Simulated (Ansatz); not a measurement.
# Leakage through CaO between Nb(100) and Nb(100): one more thickness

The current through thinner CaO barriers is known. What leaks through 5 layers at 0.25 V?

How it was computed: Ansatz 0.2.0, plane waves with PAW datasets, PBE; a slab with two metal leads whose outer parts are reservoirs, with density and current solved under bias (Landauer, 300 K). The CaO is strained to the lead's lattice, the interfaces are relaxed in a short slab (PBE+D3(BJ)), and bulk layers are laid on.

The runs, with one result withheld:

```tsv
layers of CaO	cell length (Å)	drop between the leads' cuts at 0.25 V (V)	current density at 0.25 V (A/m²)
1	62.68	0.204	9.65×10¹³
3	67.57	0.242	1.34×10¹³
4	69.99	0.249	2.37×10¹²
5	72.41	0.249	?
```

Worked fit:

Deep in a barrier the current should fall by a fixed factor for each layer; the steps shown give 2.7 and 5.7 per layer. A straight line through ln J for 3 and 4 layers has the slope −1.735 per layer, a factor of 5.7; with about 2.42 Å per layer that is β = 0.72 Å⁻¹. Then J = exp(35.435 − 1.735 × 5). Predicted: 4.18×10¹¹ A/m².

What the run gave:

7.19×10¹¹ A/m², so the prediction is 42 % too low. From 4 to 5 layers the current falls by 3.3 per layer, against the fitted 5.7. The steps are uneven, so one factor describes this series only roughly.

Caveats: On every other k-point the currents of these runs, at any bias, move by up to 36 %. A semilocal functional makes the barrier's gap too small; each thickness has its own relaxed interfaces. At 4 and 5 layers the conductance at 0 V times the bias is 2.2 and 4.3 times the current, a sign of narrow levels at zero bias or of coarse sampling.

[Logs are printed without paths, hosts, clocks, repeated set-up lines and the standing remarks that a program may print on its own settings, such as how far it seeks lower states.]
